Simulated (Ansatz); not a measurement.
# GaC (hypothetical, Pm-3m): phonons against volume, part 2 of 4

Which modes of GaC (hypothetical) drive its thermal expansion? The crystal structure is hypothetical: it was made by swapping elements on a known structure type.

Ansatz 0.2.0; DFT PBEsol, scalar-relativistic, plane waves, PAW.

So far. Step 2 (Probe on a coarse mesh): The start is under -17 GPa at this level and looks like a metal on this mesh.

### Step 4. Relaxation

The vibrations must be taken about the equilibrium of this functional, not about the starting cell, so the structure is relaxed.

File input.yaml:

```yaml
crystal:
  lattice:
    - [2.7818150682, 0.0, 0.0]
    - [0.0, 2.7818150682, 0.0]
    - [0.0, 0.0, 2.7818150682]
  atoms:
    - { symbol: Ga, position: [0.0, 0.0, 0.0] }
    - { symbol: C, position: [0.5, 0.5, 0.5] }
kpoints:
  mp_grid: { grid: [16, 16, 16] }
hamiltonian:
  xc: pbesol
scf:
  occupations: { method: gaussian, width: 0.1 }
output:
  forces: true
  stress: true
  eigenvalues: true
  write_density: true
  write_potential: true
  elf: true
  volumetric_format: npy
relax:
  adjacent_minimum: "off"
  f_tol: 0.005
  max_steps: 80
  cell: { stress_tol: 0.05 }
```

Run with:

```bash
$ ansatz run input.yaml --threads 4 --pin off --max-ram 8192MiB --backend cpu --events-out ev --progress --plain --runs-dir out
```

Numbers of over 12 decimals in the logs are rounded to 6 here.

Output:

```text
[...]
Crystal: 2 atoms, lattice volume = 21.527 Å³
Basis set: ecut = 420 eV, 437 PW (Γ), exchange–correlation on 40×40×40 points (8 copies of the dense FFT grid, shifted against one another)
Bands: 13, of which v1, the nominal top of the filled ones, is band 9 counted from 1 (8 counted from 0)
Symmetry: 48 space group operations
[...]
k-points: 165 of 4096
[...]
SCF iter   1: F=—  HF=-3986.152695 eV  |F-HF|=—  |Δ(HF+E_count)|=         —  Δρ=1.62e-2  dr2=6.75e-2  ethr=1.77e-3  ⟨swp⟩=4.7  Hψ=10682  notcnv=0
[...]
SCF iter   6: F=-3986.134535 eV  HF=-3986.134535 eV  |F-HF|=1.01e-8  |Δ(HF+E_count)|=   1.01e-7  Δρ=1.52e-5  dr2=2.36e-8  ethr=5.88e-10  ⟨swp⟩=9.5  Hψ=14841  notcnv=0
SCF 1 converged in 6 iterations: F = -3986.134535 eV  dr2 = 2.36e-8
  Residual-converged pass: ⟨swp⟩=1.0  Hψ=2805  notcnv=0  max |occ|·‖R‖ = 7.0e-9 eV (tolerance 1.0e-8 eV)  dr2=2.36e-8  dr2_onsite=1.27e-8  max |Δocc| = 3.2e-10
[...]
relax step   1: F+E_penalty+E_count = -3986.13453459 eV  Δ(F+E_penalty+E_count) = +0.000e0 eV  max|allowed force component| = 1.381e-30 eV/Å  Δτ_max = 0.0000 Å  P = -1.479 GPa  Ω = 21.527 Å³  (6 SCF iters, dr2 threshold 1.00e-7 eV, accepted)
Crystal: 2 atoms, lattice volume = 21.349 Å³
[...]
SCF iter   6: F=-3986.135792 eV  HF=-3986.135792 eV  |F-HF|=7.14e-11  |Δ(HF+E_count)|=  3.11e-10  Δρ=1.25e-6  dr2=1.21e-10  ethr=3.56e-11  ⟨swp⟩=4.2  Hψ=9896  notcnv=0
SCF 2 converged in 6 iterations: F = -3986.135792 eV  dr2 = 1.21e-10
relax step   2: F+E_penalty+E_count = -3986.13579154 eV  Δ(F+E_penalty+E_count) = -1.257e-3 eV  max|allowed force component| = 3.739e-31 eV/Å  Δτ_max = 0.0000 Å  P = -0.297 GPa  Ω = 21.349 Å³  energy of the carried Pulay correction = +2.645e-4 eV  (6 SCF iters, dr2 threshold 2.00e-7 eV, accepted)
Crystal: 2 atoms, lattice volume = 21.305 Å³
[...]
SCF iter   6: F=-3986.135898 eV  HF=-3986.135898 eV  |F-HF|=4.09e-11  |Δ(HF+E_count)|=  2.33e-10  Δρ=6.81e-7  dr2=3.85e-11  ethr=5.11e-12  ⟨swp⟩=4.0  Hψ=9441  notcnv=0
SCF 3 converged in 6 iterations: F = -3986.135898 eV  dr2 = 3.85e-11
relax step   3: F+E_penalty+E_count = -3986.13589790 eV  Δ(F+E_penalty+E_count) = -1.064e-4 eV  max|allowed force component| = 2.235e-30 eV/Å  Δτ_max = 0.0000 Å  P = +0.006 GPa  Ω = 21.305 Å³  energy of the carried Pulay correction = +3.305e-4 eV  (6 SCF iters, dr2 threshold 2.00e-7 eV, accepted)
[...]
SCF iter   6: F=-3986.135575 eV  HF=-3986.135575 eV  |F-HF|=4.55e-13  |Δ(HF+E_count)|=  4.55e-13  Δρ=1.03e-8  dr2=1.21e-14  ethr=1.00e-12  ⟨swp⟩=3.0  Hψ=7578  notcnv=0
SCF 4 converged in 6 iterations: F = -3986.135575 eV  dr2 = 1.21e-14
relax step   4: F+E_penalty+E_count = -3986.13557514 eV  Δ(F+E_penalty+E_count) = +3.228e-4 eV  max|allowed force component| = 1.446e-30 eV/Å  Δτ_max = 0.0000 Å  P = -0.012 GPa  Ω = 21.305 Å³  stress off target by 1.16e-2 GPa  SCF on the basis re-selected at this cell (its energy is not comparable with the rows above)  (6 SCF iters)
[...]
SCF converged after 6 iterations
Free energy (F): -3986.135575 eV
[...]
Internal energy: -3986.130856 eV  (E = F + TS)
E sigma→0 (E₀):  -3986.133216 eV
Entropy (-TS):   -0.004719 eV (-2.359 meV/atom)
Fermi energy:    12.444637 eV
[...]
--- Stress (GPa, compression-positive) ---
       -0.011584       0.000000      -0.000000
        0.000000      -0.011584      -0.000000
       -0.000000      -0.000000      -0.011584
  P = ⅓ Tr σ = -0.0116 GPa (-0.116 kbar)
--- Band table (eV; the first three rows and the last of 165) ---
  k-point 0: bands = [... 5 lower, -2.3711, 12.1081, 12.1081, 12.1081, 13.7680, 21.2098, 21.2098, 26.4261]
  k-point 1: bands = [... 5 lower, -2.3706, 11.4123, 12.1643, 12.1643, 14.2108, 21.2746, 21.4129, 26.2777]
  k-point 2: bands = [... 5 lower, -2.3690, 10.1112, 12.3288, 12.3288, 14.8387, 21.4690, 21.7945, 25.8443]
  k-point 164: bands = [... 5 lower, 5.2876, 10.0703, 10.0703, 10.0703, 13.2433, 13.2433, 13.2433, 14.6728]
--- Relaxed structure (3 steps of the walk, 3 accepted, 1 SCFs on fresh bases) ---
[...]
cell:  # Å, volume = 21.3047 Å³
    - [2.772202, 0, 0]
    - [0, 2.772202, 0.0]
    - [0, 0.0, 2.772202]
  atoms:
    - { symbol: Ga, position: [0, 0, 0] }
    - { symbol: C, position: [0.500000, 0.500000, 0.500000] }
```

Elapsed: 2.9 s, on 4 threads of Arm Neoverse V2, shared host; peak memory 0.35 GiB.

Relaxation path:

| step | energy less that of the first step (eV) | largest force component (eV/Å) | pressure (GPa) | volume (Å³) |
| --- | --- | --- | --- | --- |
| 1 | 0.0000 | 0.0000 | -1.48 | 21.53 |
| 2 | -0.0013 | 0.0000 | -0.30 | 21.35 |
| 3 | -0.0014 | 0.0000 | 0.01 | 21.30 |
| 4* | -0.0010 | 0.0000 | -0.01 | 21.30 |

Relaxation steps marked * repeat the geometry before them on a plane-wave basis chosen anew for their cell, so energy and pressure can jump there.

Forces are held to the 48 operations that the run works with; a distortion that breaks them can't arise in this run.

| conventional cell, symmetrised | before | after | change |
| --- | --- | --- | --- |
| a (Å) | 2.782 | 2.772 | -0.3 % |
| b (Å) | 2.782 | 2.772 | -0.3 % |
| c (Å) | 2.782 | 2.772 | -0.3 % |
| volume (Å³/atom) | 10.76 | 10.65 | -1.0 % |

The relaxed structure:

```xyz
2
Lattice="2.7722 0.0000 0.0000 0.0000 2.7722 0.0000 0.0000 0.0000 2.7722" Properties=species:S:1:pos:R:3 pbc="T T T"
Ga    0.0000    0.0000    0.0000
C     1.3861    1.3861    1.3861
```

This step gave:

- pressure: -0.01158 GPa
- volume per atom: 10.65 Å³

Electrostatic potential energy in the ac plane at fractional y = 0.000, with atoms of Ga within 0.2 Å of it. With pseudopotentials it is smooth inside the atoms' cores, unlike the true potential.

Values in eV, 14 rows by 14 columns:
```
-10 -10 -11 -11  -6   5  10  11  10   5  -6 -11 -11 -10
-11 -11 -11 -10  -2   7  11  12  11   7  -2 -10 -11 -11
-11 -11 -10  -4   4  10  12  13  12  10   4  -4 -10 -11
 -7  -6  -2   4   9  12  13  14  13  12   9   4  -2  -6
  4   5   7  10  12  13  14  14  14  13  12  10   7   5
 10  10  11  12  13  14  14  14  14  14  13  12  11  10
 11  11  12  13  14  14  14  14  14  14  14  13  12  11
 10  10  11  12  13  14  14  14  14  14  13  12  11  10
  4   5   7  10  12  13  14  14  14  13  12  10   7   5
 -7  -6  -2   4   9  12  13  14  13  12   9   4  -2  -6
-11 -11 -10  -4   4  10  12  13  12  10   4  -4 -10 -11
-11 -11 -11 -10  -2   7  11  12  11   7  -2 -10 -11 -11
-10 -10 -11 -11  -6   5  10  11  10   5  -6 -11 -11 -10
 -9 -10 -11 -11  -7   4  10  11  10   4  -7 -11 -11 -10
```
Columns run along a (2.8 Å; values clipped at the 3rd and 97th percentile), rows up along c (2.8 Å). Atoms in or near the plane, at fractional coordinates: Ga at (0.00, 0.00).

Valence density in the ac plane at fractional y = 0.000, with atoms of Ga within 0.2 Å of it. It is the smooth field of the valence electrons, not physical close to the nuclei.

Ten steps, logarithmic in the rise over the least value, from '0' (0 e/Å³) to '9' (52 e/Å³):
```
98521000001258
65310000000135
32110000000112
11000000000001
00000000000000
00000000000000
00000000000000
00000000000000
00000000000000
11000000000001
32110000000112
65310000000135
98521000001258
99631000001369
```
Columns run along a (2.8 Å), rows up along c (2.8 Å). Atoms in or near the plane, at fractional coordinates: Ga at (0.00, 0.00).

ELF in the ac plane at fractional y = 0.000, with atoms of Ga within 0.2 Å of it. It is the smooth field of the valence electrons, not physical close to the nuclei.

Ten even steps from '0' (0.03) to '9' (0.43):
```
00035444445300
00245444445420
23454444444543
55544443444455
44444433344444
44444322234444
44443322233444
44444322234444
44444433344444
55544443444455
23454444444543
00245444445420
00035444445300
90025444445200
```
Columns run along a (2.8 Å), rows up along c (2.8 Å). Atoms in or near the plane, at fractional coordinates: Ga at (0.00, 0.00).

The relaxation ends with a pressure of -0.01 GPa.

### Step 5. Tight relaxation

The relaxation is repeated with tighter thresholds on force and stress, since phonons are sensitive to what is left; a change of mesh or smearing in the input moves the cell too.

input.yaml, the sections that differ from step 4:

```yaml
crystal:
  lattice:
    - [2.772202042, 0.0, 0.0]
    - [0.0, 2.772202042, 0.0]
    - [0.0, 0.0, 2.772202042]
  atoms:
    - { symbol: Ga, position: [0.0, 0.0, 0.0] }
    - { symbol: C, position: [0.5, 0.5, 0.5] }
scf:
  occupations: { method: methfessel_paxton, width: 0.15 }
relax:
  adjacent_minimum: "off"
  f_tol: 0.001
  max_steps: 60
  cell: { stress_tol: 0.01 }
# kpoints, hamiltonian, output: as in step 4
```

Output:

```text
[...]
Crystal: 2 atoms, lattice volume = 21.305 Å³
Basis set: ecut = 420 eV, 437 PW (Γ), exchange–correlation on 40×40×40 points (8 copies of the dense FFT grid, shifted against one another)
Bands: 13, of which v1, the nominal top of the filled ones, is band 9 counted from 1 (8 counted from 0)
Symmetry: 48 space group operations
[...]
k-points: 165 of 4096
[...]
SCF iter   1: F=—  HF=-3986.151512 eV  |F-HF|=—  |Δ(HF+E_count)|=         —  Δρ=1.64e-2  dr2=6.83e-2  ethr=1.77e-3  ⟨swp⟩=4.7  Hψ=10673  notcnv=0
[...]
SCF iter   6: F=-3986.133006 eV  HF=-3986.133006 eV  |F-HF|=3.66e-9  |Δ(HF+E_count)|=   4.88e-7  S|Δr|=    0.00e0  Δρ=1.27e-5  dr2=1.16e-8  ethr=5.88e-10  ⟨swp⟩=9.4  Hψ=14613  notcnv=0
SCF 1 converged in 6 iterations: F = -3986.133006 eV  dr2 = 1.16e-8
[...]
relax step   1: F+E_penalty+E_count = -3986.13300640 eV  Δ(F+E_penalty+E_count) = +0.000e0 eV  max|allowed force component| = 8.382e-31 eV/Å  Δτ_max = 0.0000 Å  P = -0.033 GPa  Ω = 21.305 Å³  (6 SCF iters, dr2 threshold 1.00e-7 eV, accepted)
Crystal: 2 atoms, lattice volume = 21.301 Å³
[...]
SCF iter   3: F=-3986.133013 eV  HF=-3986.133013 eV  |F-HF|=3.11e-9  |Δ(HF+E_count)|=   2.92e-9  S|Δr|=    0.00e0  Δρ=2.60e-6  dr2=1.51e-9  ethr=1.60e-11  ⟨swp⟩=4.3  Hψ=10477  notcnv=0
SCF 2 converged in 3 iterations: F = -3986.133013 eV  dr2 = 1.51e-9
relax step   2: F+E_penalty+E_count = -3986.13301253 eV  Δ(F+E_penalty+E_count) = -6.128e-6 eV  max|allowed force component| = 5.999e-31 eV/Å  Δτ_max = 0.0000 Å  P = -0.007 GPa  Ω = 21.301 Å³  energy of the carried Pulay correction = +5.651e-6 eV  (3 SCF iters, dr2 threshold 2.73e-9 eV, accepted)
[...]
SCF iter   1: F=—  HF=-3986.133004 eV  |F-HF|=—  |Δ(HF+E_count)|=         —  Δρ=3.08e-6  dr2=1.73e-9  ethr=6.75e-8  ⟨swp⟩=2.5  Hψ=15944  notcnv=0
eigensolver tolerance schedule: the retry pair's looser diagonalisation over-reported the residual by 6645.21 of it (diagonalisation noise at 0.17 of the residual, at the tolerance the schedule requests for it); recorded, not acted on — ethr = c·dr2/N_el stays at c = 1.0e-1
[...]
SCF iter   2: F=—  HF=-3986.133002 eV  |F-HF|=—  |Δ(HF+E_count)|=   1.94e-6  S|Δr|=    0.00e0  Δρ=1.07e-6  dr2=6.02e-11  ethr=1.02e-11  ⟨swp⟩=2.1  Hψ=3627  notcnv=0
[...]
SCF iter   4: F=-3986.133002 eV  HF=-3986.133002 eV  |F-HF|=1.36e-12  |Δ(HF+E_count)|=  2.00e-11  S|Δr|=    0.00e0  Δρ=1.08e-7  dr2=5.50e-13  ethr=1.00e-12  ⟨swp⟩=2.7  Hψ=8208  notcnv=0
SCF 3 converged in 4 iterations: F = -3986.133002 eV  dr2 = 5.50e-13
relax step   3: F+E_penalty+E_count = -3986.13300224 eV  Δ(F+E_penalty+E_count) = +1.029e-5 eV  max|allowed force component| = 1.487e-30 eV/Å  Δτ_max = 0.0000 Å  P = -0.007 GPa  Ω = 21.301 Å³  stress off target by 7.16e-3 GPa  SCF on the basis re-selected at this cell (its energy is not comparable with the rows above)  (4 SCF iters)
[...]
SCF converged after 4 iterations
Stability not checked: this state was not tested for a lower state beside it, because cold or Methfessel-Paxton smearing, or corrected tetrahedra, fill the levels in a way that the test cannot read (fill_not_monotonic; see scf.lower_state_search)
Free energy (F): -3986.133002 eV
[...]
Internal energy: -3986.133436 eV  (E = F + TS)
E sigma→0 (E₀):  -3986.133111 eV
Entropy (-TS):   0.000434 eV (0.217 meV/atom)
Fermi energy:    12.449258 eV
[...]
--- Stress (GPa, compression-positive) ---
       -0.007164      -0.000000      -0.000000
        0.000000      -0.007164       0.000000
        0.000000       0.000000      -0.007164
  P = ⅓ Tr σ = -0.0072 GPa (-0.072 kbar)
--- Band table (eV; the first three rows and the last of 165) ---
  k-point 0: bands = [... 5 lower, -2.3687, 12.1110, 12.1110, 12.1110, 13.7728, 21.2132, 21.2132, 26.4314]
  k-point 1: bands = [... 5 lower, -2.3682, 11.4153, 12.1672, 12.1672, 14.2154, 21.2779, 21.4164, 26.2829]
  k-point 2: bands = [... 5 lower, -2.3666, 10.1142, 12.3317, 12.3317, 14.8432, 21.4724, 21.7983, 25.8494]
  k-point 164: bands = [... 5 lower, 5.2910, 10.0729, 10.0729, 10.0729, 13.2460, 13.2460, 13.2460, 14.6771]
--- Relaxed structure (2 steps of the walk, 2 accepted, 1 SCFs on fresh bases) ---
[...]
cell:  # Å, volume = 21.3009 Å³
    - [2.772038, 0.0, 0.0]
    - [0.0, 2.772038, 0.0]
    - [0.0, 0.0, 2.772038]
  atoms:
    - { symbol: Ga, position: [0.0, 0, 0] }
    - { symbol: C, position: [0.5, 0.5, 0.5] }
```

Wall time 2 s (4 threads); peak memory 0.35 GiB; 7 s of CPU time.

Little changed from the start: no atom moved by 0.005 Å and no cell edge by 0.1 %.

This step gave:

```yaml
pressure: -0.007164 GPa
```

Valence density in the ac plane at fractional y = 0.500, with atoms of C within 0.2 Å of it. It is the smooth field of the valence electrons, not physical close to the nuclei.

Ten even steps from '0' (0.2 e/Å³) to '9' (1.6 e/Å³):
```
00000000000000
00000011100000
00001223221000
00012456542100
00024689864200
00125899985210
00136999996310
00125899985210
00024689864200
00012456542100
00001223221000
00000011100000
00000000000000
00000000000000
```
Columns run along a (2.8 Å), rows up along c (2.8 Å). Atoms in or near the plane, at fractional coordinates: C at (0.50, 0.50).

ELF in the ac plane at fractional y = 0.500, with atoms of C within 0.2 Å of it. It is the smooth field of the valence electrons, not physical close to the nuclei.

Ten even steps from '0' (0.03) to '9' (0.80):
```
22222222222222
22234556554322
22357899987532
12479999999742
12589987899852
12599842489952
12699720279962
12599842489952
12589987899852
12479999999742
22357899987532
22234556554322
22222222222222
22221111111222
```
Columns run along a (2.8 Å), rows up along c (2.8 Å). Atoms in or near the plane, at fractional coordinates: C at (0.50, 0.50).

Electrostatic potential energy in the ac plane at fractional y = 0.500, with atoms of C within 0.2 Å of it. With pseudopotentials it is smooth inside the atoms' cores, unlike the true potential.

Values in eV, 14 rows by 14 columns:
```
 11  11  12  13  14  14  14  15  14  14  14  13  12  11
 12  12  13  13  13  13  12  12  12  13  13  13  13  12
 13  13  13  13  12  10   8   7   8  10  12  13  13  13
 14  14  13  12   8   2  -8 -12  -8   2   8  12  13  14
 14  14  13  10   2 -17 -36 -42 -36 -17   2  10  13  14
 15  14  12   8  -8 -36 -59 -59 -59 -36  -8   8  12  14
 15  15  12   7 -12 -42 -59 -59 -59 -42 -12   7  12  15
 15  14  12   8  -8 -36 -59 -59 -59 -36  -8   8  12  14
 14  14  13  10   2 -17 -36 -42 -36 -17   2  10  13  14
 14  14  13  12   8   2  -8 -12  -8   2   8  12  13  14
 13  13  13  13  12  10   8   7   8  10  12  13  13  13
 12  12  13  13  13  13  12  12  12  13  13  13  13  12
 11  11  12  13  14  14  14  15  14  14  14  13  12  11
 11  11  12  13  14  14  15  15  15  14  14  13  12  11
```
Columns run along a (2.8 Å; values clipped at the 3rd and 97th percentile), rows up along c (2.8 Å). Atoms in or near the plane, at fractional coordinates: C at (0.50, 0.50).

The residual pressure is -0.0072 GPa, small enough for phonons.

(Part 2 of 4 ends here.)

[Logs are printed without paths, hosts, clocks, repeated set-up lines and the standing remarks that a program may print on its own settings, such as how far it seeks lower states.]

[Hosts, paths, dates, database ids (printed as entryN), source tags and the programs' standing remarks are cut or masked in the printed files.]

[A step with changed settings may run another functional than the one named; its input shows which.]

[Of the runs on displaced cells, only some may be shown.]
